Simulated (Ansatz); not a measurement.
# WSe2 (P6_3/mmc): bands and screening cutoff converge together

Wanted: the G0W0 gap of WSe2 (P6_3/mmc) over a grid of bands and cutoffs.

Calculated with Ansatz 0.2.0; G0W0 on PBE, plane waves, PAW; PAW set soft_1.

The database entry behind the starting cell differs from later determinations by our own check (a about 0.2 % long), so it need not match the best structure at ambient conditions.

### Step 1. The starting structure

The structure is hexagonal, space group P6_3/mmc (No. 194). Conventional cell: a = 3.290 Å, b = 3.290 Å, c = 12.970 Å, α = 90.00°, β = 90.00°, γ = 120.00°. W has 6 Se at 2.53 Å nearest. Se has 3 W at 2.53 Å nearest. Farther neighbours and most contacts between anions are not listed.

The cell and positions come from the Crystallography Open Database and are kept as given unless a step says otherwise. Spin-orbit coupling is left out unless a step names it.

### Step 2. 97 empty bands, screening to 50 eV

Now the one-shot GW correction: screening in the RPA, then the self-energy of the levels asked for. This step takes PAW set soft_1 files.

The input, input.yaml:

```yaml
crystal:
  lattice:
    - [3.29, 0.0, 0.0]
    - [-1.645, 2.8492235785, 0.0]
    - [0.0, 0.0, 12.97]
  atoms:
    - { symbol: W, position: [0.3333333333, 0.6666666667, 0.25] }
    - { symbol: W, position: [0.6666666667, 0.3333333333, 0.75] }
    - { symbol: Se, position: [0.3333333333, 0.6666666667, 0.621] }
    - { symbol: Se, position: [0.6666666667, 0.3333333333, 0.121] }
    - { symbol: Se, position: [0.3333333333, 0.6666666667, 0.879] }
    - { symbol: Se, position: [0.6666666667, 0.3333333333, 0.379] }
kpoints:
  mp_grid: { grid: [6, 6, 2] }
hamiltonian:
  xc: pbe
  pseudopotentials: { kind: paw, azcp: { folder: soft_1 } }
scf:
  occupations: { method: fixed }
gw:
  n_empty_bands: 97
  ecut_chi: 50
  qp_bands: [v2, c2]
  qp_kpoints: band_edges
  screening: { model: contour_deformation }
```

Started as:

```console
$ ansatz run input.yaml --threads 2 --pin off --max-ram 73728MiB --backend cuda --events-out ev --progress --plain --runs-dir out --devices 1 --max-vram 13GiB
```

Numbers of over 12 decimals in the logs are rounded to 6 here.

Output:

```text
GPUs: using 1 of 1 available (devices: 1).
Engine: ansatz 0.2.0, x86_64-unknown-linux-gnu
Pseudopotentials: kind: paw
Pseudopotential: W, paw, valence charge 14, recommended cutoff 420 eV (normal), soft_1/W.paw.azcp
Pseudopotential: Se, paw, valence charge 16, recommended cutoff 420 eV (normal), soft_1/Se.paw.azcp
Functional definition: PBE
  parameter kappa = 0.804
  parameter beta = 0.066725
  exchange = pbe_x(kappa = kappa, mu = beta*pi^2/3)
  correlation = pbe_c(beta = beta)
device memory: the entry about to start is reckoned to put 1.8 GiB on a device that reports 54.6 GiB free (of which the cap on the GPU budget leaves the run 13.0 GiB)
GPU FFT provider: cuFFT
GPU libraries: cuBLAS 13.8.2, cuFFT 12.4.0, cuSOLVER 12.3.4
Crystal: 6 atoms, lattice volume = 121.580 Å³
Basis set: ecut = 420 eV, 2419 PW (Γ)
Bands: 56, of which v1, the nominal top of the filled ones, is band 46 counted from 1 (45 counted from 0)
Symmetry: 24 space group operations
Space group: P63/mmc (ITA 194), of the structure as read, at distance tolerance 5.0e-5 Å
k-points: 14 of 72
Non-local potential: W, projectors of the file, l = 0: 3, l = 1: 2, l = 2: 2, l = 3: 1
Non-local potential: Se, projectors of the file, l = 0: 2, l = 1: 2, l = 2: 3, l = 3: 1
PAW form: soft (Blöchl's): semilocal exchange-correlation on the pseudo side does not see the compensation charge
PAW one-centre angular grid: W, 590 points (default); XC on 64 Gauss nodes
PAW one-centre angular grid: Se, 590 points (default); XC on 64 Gauss nodes
Initial density: superposition of atomic densities (chi_scale 0.1, normalization cell, long waves kept (reshape's long-wave potential 0.04 eV rms))
Initial wavefunctions: pseudopotential atomic-orbital guess
GPU buffer pool allocated for 51840 grid points (all kernels)
GPU transforms: local potential and band sums: pruned to the plane-wave sphere, on 24×24×90
Functional: x = pbe(κ = 0.804, μ = 0.219515), c = pbe(β = 0.066725)
SCF iter   1: F=—  HF=-42652.436899 eV  |F-HF|=—  |Δ(HF+E_count)|=         —  Δρ=3.59e-2  dr2=5.38e0  ethr=3.10e-3  ⟨swp⟩=4.9  Hψ=2428  notcnv=0  defer=76
preconditioner: auto → Resta (q_TF=auto, 2.604 Å⁻¹)  ε∞=6.1  [insulator: Δε(μ)=0.871 eV  Ē_g=8.975 eV  n_scr=40 (ndim 8)  ℏωp=20.2 eV  f_vac=0.022  ε∞_Penn≈6.1]
SCF iter   2: F=—  HF=-42651.661559 eV  |F-HF|=—  |Δ(HF+E_count)|=   7.75e-1  Δρ=2.24e-2  dr2=8.18e-1  ethr=3.10e-3  ⟨swp⟩=2.0  Hψ=1057  notcnv=0  defer=55
SCF iter   3: F=—  HF=-42651.480586 eV  |F-HF|=—  |Δ(HF+E_count)|=   1.81e-1  Δρ=8.63e-3  dr2=2.56e-1  ethr=8.89e-4  ⟨swp⟩=2.1  Hψ=995  notcnv=0  defer=93
SCF iter   4: F=—  HF=-42651.437594 eV  |F-HF|=—  |Δ(HF+E_count)|=   4.30e-2  Δρ=2.38e-3  dr2=9.22e-3  ethr=2.78e-4  ⟨swp⟩=2.0  Hψ=977  notcnv=0  defer=104
SCF iter   5: F=—  HF=-42651.438794 eV  |F-HF|=—  |Δ(HF+E_count)|=   1.20e-3  Δρ=1.03e-3  dr2=2.09e-3  ethr=1.00e-5  ⟨swp⟩=2.0  Hψ=1470  notcnv=0  defer=110
SCF iter   6: F=—  HF=-42651.439694 eV  |F-HF|=—  |Δ(HF+E_count)|=   9.00e-4  Δρ=4.11e-4  dr2=2.19e-4  ethr=2.27e-6  ⟨swp⟩=2.0  Hψ=1385  notcnv=0  defer=110
SCF iter   7: F=—  HF=-42651.440002 eV  |F-HF|=—  |Δ(HF+E_count)|=   3.08e-4  Δρ=9.44e-5  dr2=1.01e-5  ethr=2.38e-7  ⟨swp⟩=2.0  Hψ=1013  notcnv=0  defer=91
SCF iter   8: F=—  HF=-42651.440013 eV  |F-HF|=—  |Δ(HF+E_count)|=   1.16e-5  Δρ=3.20e-5  dr2=1.18e-6  ethr=1.10e-8  ⟨swp⟩=2.0  Hψ=1376  notcnv=0  defer=36
SCF iter   9: F=-42651.440017 eV  HF=-42651.440017 eV  |F-HF|=3.36e-8  |Δ(HF+E_count)|=   3.28e-6  Δρ=9.12e-6  dr2=6.79e-8  ethr=1.09e-10  ⟨swp⟩=9.3  Hψ=2922  notcnv=0
SCF 1 converged in 9 iterations: F = -42651.440017 eV  dr2 = 6.79e-8
[...]
device memory: the entry about to start is reckoned to put 2.2 GiB (of the 2.2 GiB reckoned in all, the device holds 0.1 GiB already) on a device that reports 50.9 GiB free (of which the cap on the GPU budget leaves the run 13.0 GiB)
NSCF: frozen V_eff on 14 k-points
[...]
device memory: the entry about to start is reckoned to put 2.7 GiB on a device that reports 50.9 GiB free (of which the cap on the GPU budget leaves the run 13.0 GiB)
NSCF: frozen V_eff on 14 k-points
G₀W₀ screening: q 1/14
[... further progress lines ...]
SCF converged after 9 iterations
Free energy (F): -42651.440017 eV
Harris-Foulkes:  -42651.440017 eV  (|F-HF|=3.36e-8)
Internal energy: -42651.440017 eV  (E = F + TS)
E sigma→0 (E₀):  -42651.440017 eV
Fermi energy:    12.576123 eV
--- Per-component energies (eV) ---
  E_band       = -1718.696041
  E_kinetic    = 1290.200577
  E_local      = -12213.743652  (includes V_loc(G=0)·N_el)
  E_nonlocal   = -1467.617860
  E_hartree    = 6287.609021
  E_xc         = -878.015504
  E_vxc        = -827.406295  (∫ρ·V_xc dr)
  E_paw        = -25675.025940  (= ΣΔE_a)
  E_vpaw       = -1075.345113  (= ΣTr[D̂ρ^β])
  E_aug_tail   = -0.001203  (compensation charges beyond the density's cutoff)
  E_ewald      = -9994.845457
  E_smearing   = -0.000000  (= −TS)
  E_closure    = 0.000000  (closes the sum)
  Σ components = -42651.440017   (vs F -42651.440017, Δ=0.00e0)
--- Band table (eV; the first three rows and the last of 14) ---
  k-point 0: bands = [... 42 lower, 11.0759, 11.4717, 11.5078, 12.5761, 15.2155, 15.2155, 15.2660, 15.2660, ... 6 higher]
  k-point 1: bands = [... 42 lower, 11.0483, 11.0483, 12.3595, 12.3595, 15.2210, 15.2210, 15.2210, 15.2210, ... 6 higher]
  k-point 2: bands = [... 42 lower, 10.7299, 11.4907, 11.5224, 11.9074, 14.2299, 14.7628, 14.8354, 14.9062, ... 6 higher]
  k-point 13: bands = [... 42 lower, 9.8412, 9.8412, 12.2385, 12.2385, 13.9043, 13.9043, 15.0087, 15.0087, ... 6 higher]
--- G₀W₀: contour deformation, 7 samples at zero and on the imaginary axis and 1 off it, 72 q-points, 97 empty bands' worth ---
  eigenvalues of the whole cell's RPA ε∞ on this k-mesh (on a slab, of 1 + 4πα/V) = 7.1933, 15.8828, 15.8828; static W/v taken at q = 0 is 0.066052
  bands read: the sum over 143 bands ends inside a degenerate multiplet in 7 slots, whose members it reads at an even weight; the widest, k=1: bands 143 to 146 (counted from 1) at 1/4 each
  gw.qp_kpoints: band_edges: 10 of 14 stored k-points solved, in 1 pass; an edge of the gap read off the rows below is read off those points alone
    valence top: of the k-points left out ik 6 came nearest to being solved in a further pass, in band 46 (counted from 1, as in the quasiparticle table): it holds the edge there only if its correction is more favourable than any solved in that band by at least 1.112 eV; those differ by 0.144 eV
    conduction bottom: of the k-points left out ik 4 came nearest to being solved in a further pass, in band 47 (counted from 1, as in the quasiparticle table): it holds the edge there only if its correction is more favourable than any solved in that band by at least 0.577 eV; those differ by 0.209 eV
    ik  band        ε_KS         Σx   Σc(E_QP)       V_xc       Z   E_QP_lin       E_QP  E_QP is
     0    45     11.5078   -18.1619     2.2619   -15.9522  0.7741    11.5600    11.5601  root
     0    46     12.5761   -19.3869     1.0049   -18.7638  0.7622    12.9565    12.9579  root
     0    47     15.2155   -13.8816    -3.5573   -18.2172  0.7632    16.0078    15.9937  root
     0    48     15.2155   -13.8816    -3.5573   -18.2172  0.7632    16.0078    15.9937  root
     1    45     12.3595   -19.0873     1.2337   -18.1698  0.7636    12.6746    12.6757  root
     1    46     12.3595   -19.0873     1.2337   -18.1698  0.7636    12.6746    12.6757  root
     1    47     15.2210   -13.8407    -3.5427   -18.1528  0.7623    16.0043    15.9903  root
     1    48     15.2210   -13.8407    -3.5427   -18.1528  0.7623    16.0043    15.9903  root
     2    45     11.5224   -18.2364     2.2470   -16.0617  0.7738    11.5948    11.5949  root
     2    46     11.9074   -19.0892     1.3382   -18.0617  0.7580    12.2169    12.2182  root
     2    47     14.2299   -13.3633    -3.3694   -17.3838  0.7671    14.8889    14.8810  root
     2    48     14.7628   -14.0308    -3.6933   -18.5026  0.7695    15.5537    15.5413  root
     3    45     11.8616   -19.0439     1.4508   -17.8789  0.7590    12.1463    12.1473  root
     3    46     11.8616   -19.0439     1.4508   -17.8789  0.7590    12.1463    12.1473  root
[...]
12    48     13.9042   -15.5658    -3.3588   -19.6828  0.7564    14.6727    14.6623  root
    13    45     12.2385   -18.3710     0.9369   -17.7201  0.7602    12.5236    12.5245  root
    13    46     12.2385   -18.3710     0.9369   -17.7201  0.7602    12.5236    12.5245  root
    13    47     13.9043   -15.5629    -3.3587   -19.6798  0.7564    14.6727    14.6624  root
    13    48     13.9043   -15.5629    -3.3587   -19.6798  0.7564    14.6727    14.6624  root
```

The job ended after 24 s (1 × NVIDIA H100 80GB HBM3 (shared by 6 runs) with 2 threads of AMD EPYC 7R13 (Zen 3), shared host; peak memory 1.2 GiB).

Numbers from this step:

| Quantity | Value |
| --- | --- |
| bands summed | 143 |
| RPA ε∞ on this mesh (eigenvalues) | 7.193, 15.88, 15.88 |
| plane waves in the screening matrix | 81 |
| q-points in the mesh | 72 |
| G0W0 gap on the mesh | 1.163 eV |
| k of the valence top | 0, 0, 0 |
| k of the conduction bottom | 0.1667, 0.1667, 0 |
| starting gap on the mesh | 0.9759 eV |
| Z at the valence top | 0.7622 |
| Z at the conduction bottom | 0.7719 |
| least direct G0W0 gap on the computed points | 1.958 eV |

The gap on the mesh goes from 0.98 eV to 1.16 eV, a correction of +0.19 eV. Between the two edge states, bare exchange in place of the xc potential would open the gap by 4.34 eV, and correlation takes back 4.16 eV.

### Step 3. 507 empty bands, screening to 50 eV

Changes to input.yaml since step 2:

```diff
@@ -20,3 +20,3 @@
 gw:
-  n_empty_bands: 97
+  n_empty_bands: 507
   ecut_chi: 50
```

Output:

```text
GPUs: using 1 of 1 available (devices: 1).
[...]
GPU FFT provider: cuFFT
GPU libraries: cuBLAS 13.8.2, cuFFT 12.4.0, cuSOLVER 12.3.4
Crystal: 6 atoms, lattice volume = 121.580 Å³
Basis set: ecut = 420 eV, 2419 PW (Γ)
Bands: 56, of which v1, the nominal top of the filled ones, is band 46 counted from 1 (45 counted from 0)
Symmetry: 24 space group operations
[...]
k-points: 14 of 72
[...]
1    48     15.2210   -13.8407    -3.8970   -18.1528  0.7615    15.6396    15.6360  root
[...]
13    45     12.2385   -18.3710     0.5933   -17.7201  0.7596    12.1809    12.1809  root
    13    46     12.2385   -18.3710     0.5933   -17.7201  0.7596    12.1809    12.1809  root
    13    47     13.9043   -15.5629    -3.7554   -19.6798  0.7556    14.2678    14.2657  root
    13    48     13.9043   -15.5629    -3.7554   -19.6798  0.7556    14.2678    14.2657  root
[key lines of the parts left out:]
SCF converged after 9 iterations
Free energy (F): -42651.440017 eV
Fermi energy:    12.576123 eV
```

Wall time 64 s (1 × NVIDIA H100 80GB HBM3 (shared by 6 runs) with 2 threads); peak memory 1.7 GiB.

This step gave:

| Item | Value |
| --- | --- |
| bands summed | 553 |
| RPA ε∞ on this mesh (eigenvalues) | 7.200, 15.91, 15.91 |
| plane waves in the screening matrix | 81 |
| G0W0 gap on the mesh | 1.176 eV |
| k of the valence top | 0, 0, 0 |
| k of the conduction bottom | 0.1667, 0.1667, 0 |
| starting gap on the mesh | 0.9759 eV |
| least direct G0W0 gap on the computed points | 1.913 eV |

Against the run with 6×6×2 mesh, 97 empty bands, screening to 50 eV, PAW set soft_1 files, the gap moves by +0.013 eV.

### Step 4. 276 empty bands, screening to 100 eV

Another rung: the empty bands reach about as high as the screening cutoff, so the two stay in balance.

Changes to input.yaml since step 3:

```diff
@@ -20,4 +20,4 @@
 gw:
-  n_empty_bands: 507
-  ecut_chi: 50
+  n_empty_bands: 276
+  ecut_chi: 100
   qp_bands: [v2, c2]
```

Output:

```text
GPUs: using 1 of 1 available (devices: 1).
[...]
GPU FFT provider: cuFFT
GPU libraries: cuBLAS 13.8.2, cuFFT 12.4.0, cuSOLVER 12.3.4
Crystal: 6 atoms, lattice volume = 121.580 Å³
Basis set: ecut = 420 eV, 2419 PW (Γ)
Bands: 56, of which v1, the nominal top of the filled ones, is band 46 counted from 1 (45 counted from 0)
Symmetry: 24 space group operations
[...]
k-points: 14 of 72
[...]
1    48     15.2210   -13.8407    -3.9906   -18.1528  0.7555    15.5446    15.5425  root
[...]
13    45     12.2385   -18.3710     0.5365   -17.7201  0.7538    12.1240    12.1242  root
    13    46     12.2385   -18.3710     0.5365   -17.7201  0.7538    12.1240    12.1242  root
    13    47     13.9043   -15.5629    -3.7902   -19.6798  0.7480    14.2325    14.2309  root
    13    48     13.9043   -15.5629    -3.7902   -19.6798  0.7480    14.2325    14.2309  root
[key lines of the parts left out:]
SCF converged after 9 iterations
Free energy (F): -42651.440017 eV
Fermi energy:    12.576123 eV
```

Run time: 39 s. Hardware: 1 × NVIDIA H100 80GB HBM3 (shared by 6 runs) with 2 threads; peak memory 1.5 GiB; 49 s of CPU time.

The G0W0 gap on the mesh is 1.244 eV.

### Step 5. 1434 empty bands, screening to 100 eV

Changes to input.yaml since step 4:

```diff
@@ -20,3 +20,3 @@
 gw:
-  n_empty_bands: 276
+  n_empty_bands: 1434
   ecut_chi: 100
```

Output:

```text
GPUs: using 1 of 1 available (devices: 1).
[...]
GPU FFT provider: cuFFT
GPU libraries: cuBLAS 13.8.2, cuFFT 12.4.0, cuSOLVER 12.3.4
Crystal: 6 atoms, lattice volume = 121.580 Å³
Basis set: ecut = 420 eV, 2419 PW (Γ)
Bands: 56, of which v1, the nominal top of the filled ones, is band 46 counted from 1 (45 counted from 0)
Symmetry: 24 space group operations
[...]
k-points: 14 of 72
[...]
1    48     15.2210   -13.8407    -4.1714   -18.1528  0.7557    15.3620    15.3616  root
[...]
13    45     12.2385   -18.3710     0.3679   -17.7201  0.7539    11.9545    11.9555  root
    13    46     12.2385   -18.3710     0.3679   -17.7201  0.7539    11.9545    11.9555  root
    13    47     13.9043   -15.5629    -3.9865   -19.6798  0.7479    14.0349    14.0346  root
    13    48     13.9043   -15.5629    -3.9865   -19.6798  0.7479    14.0349    14.0346  root
[key lines of the parts left out:]
SCF converged after 9 iterations
Free energy (F): -42651.440017 eV
Fermi energy:    12.576123 eV
```

The job ended after 5.5 min (1 × NVIDIA H100 80GB HBM3 (shared by 6 runs) with 2 threads; peak memory 3.6 GiB; 8.1 min of CPU time).

The G0W0 gap on the mesh is 1.257 eV.

### Step 6. 97 empty bands, screening to 150 eV

Changes to input.yaml since step 5:

```diff
@@ -20,4 +20,4 @@
 gw:
-  n_empty_bands: 1434
-  ecut_chi: 100
+  n_empty_bands: 97
+  ecut_chi: 150
   qp_bands: [v2, c2]
```

Output:

```text
GPUs: using 1 of 1 available (devices: 1).
[...]
GPU FFT provider: cuFFT
GPU libraries: cuBLAS 13.8.2, cuFFT 12.4.0, cuSOLVER 12.3.4
Crystal: 6 atoms, lattice volume = 121.580 Å³
Basis set: ecut = 420 eV, 2419 PW (Γ)
Bands: 56, of which v1, the nominal top of the filled ones, is band 46 counted from 1 (45 counted from 0)
Symmetry: 24 space group operations
[...]
k-points: 14 of 72
[...]
1    48     15.2210   -13.8407    -3.5448   -18.1528  0.7566    16.0023    15.9882  root
[...]
13    45     12.2385   -18.3710     0.9374   -17.7201  0.7534    12.5242    12.5250  root
    13    46     12.2385   -18.3710     0.9374   -17.7201  0.7534    12.5242    12.5250  root
    13    47     13.9043   -15.5629    -3.3346   -19.6798  0.7465    14.6983    14.6865  root
    13    48     13.9043   -15.5629    -3.3346   -19.6798  0.7465    14.6983    14.6865  root
[key lines of the parts left out:]
SCF converged after 9 iterations
Free energy (F): -42651.440017 eV
Fermi energy:    12.576123 eV
```

Elapsed: 27 s, on 1 × NVIDIA H100 80GB HBM3 (shared by 6 runs) with 2 threads; peak memory 1.7 GiB; 35 s of CPU time.

The G0W0 gap on the mesh is 1.219 eV.

### Step 7. 507 empty bands, screening to 150 eV

Changes to input.yaml since step 6:

```diff
@@ -20,3 +20,3 @@
 gw:
-  n_empty_bands: 97
+  n_empty_bands: 507
   ecut_chi: 150
```

Output:

```text
GPUs: using 1 of 1 available (devices: 1).
[...]
GPU FFT provider: cuFFT
GPU libraries: cuBLAS 13.8.2, cuFFT 12.4.0, cuSOLVER 12.3.4
Crystal: 6 atoms, lattice volume = 121.580 Å³
Basis set: ecut = 420 eV, 2419 PW (Γ)
Bands: 56, of which v1, the nominal top of the filled ones, is band 46 counted from 1 (45 counted from 0)
Symmetry: 24 space group operations
[...]
k-points: 14 of 72
[...]
1    48     15.2210   -13.8407    -4.1769   -18.1528  0.7546    15.3565    15.3562  root
[...]
13    45     12.2385   -18.3710     0.3720   -17.7201  0.7521    11.9587    11.9596  root
    13    46     12.2385   -18.3710     0.3720   -17.7201  0.7521    11.9587    11.9596  root
    13    47     13.9043   -15.5629    -3.9632   -19.6798  0.7450    14.0583    14.0579  root
    13    48     13.9043   -15.5629    -3.9632   -19.6798  0.7450    14.0583    14.0579  root
[key lines of the parts left out:]
SCF converged after 9 iterations
Free energy (F): -42651.440017 eV
Fermi energy:    12.576123 eV
```

Elapsed: 76 s, on 1 × NVIDIA H100 80GB HBM3 (shared by 6 runs) with 2 threads; peak memory 2 GiB; 1.9 min of CPU time.

The G0W0 gap on the mesh is 1.276 eV.

(Continued in part 2 of 2.)

[Paths, hosts, dates, memory and timing lines, banners, echoed tables and standing remarks are left out of the program output.]

[Logs are printed without paths, hosts, clocks, repeated set-up lines and the standing remarks that a program may print on its own settings, such as how far it seeks lower states.]

[Runs of the session that timed out or met a known fault of the program may be left out.]

[Cells called generated may have been cut or substituted from an entry of the Crystallography Open Database or the Materials Project.]

[Hosts, paths, dates, database ids (printed as entryN), source tags and the programs' standing remarks are cut or masked in the printed files.]
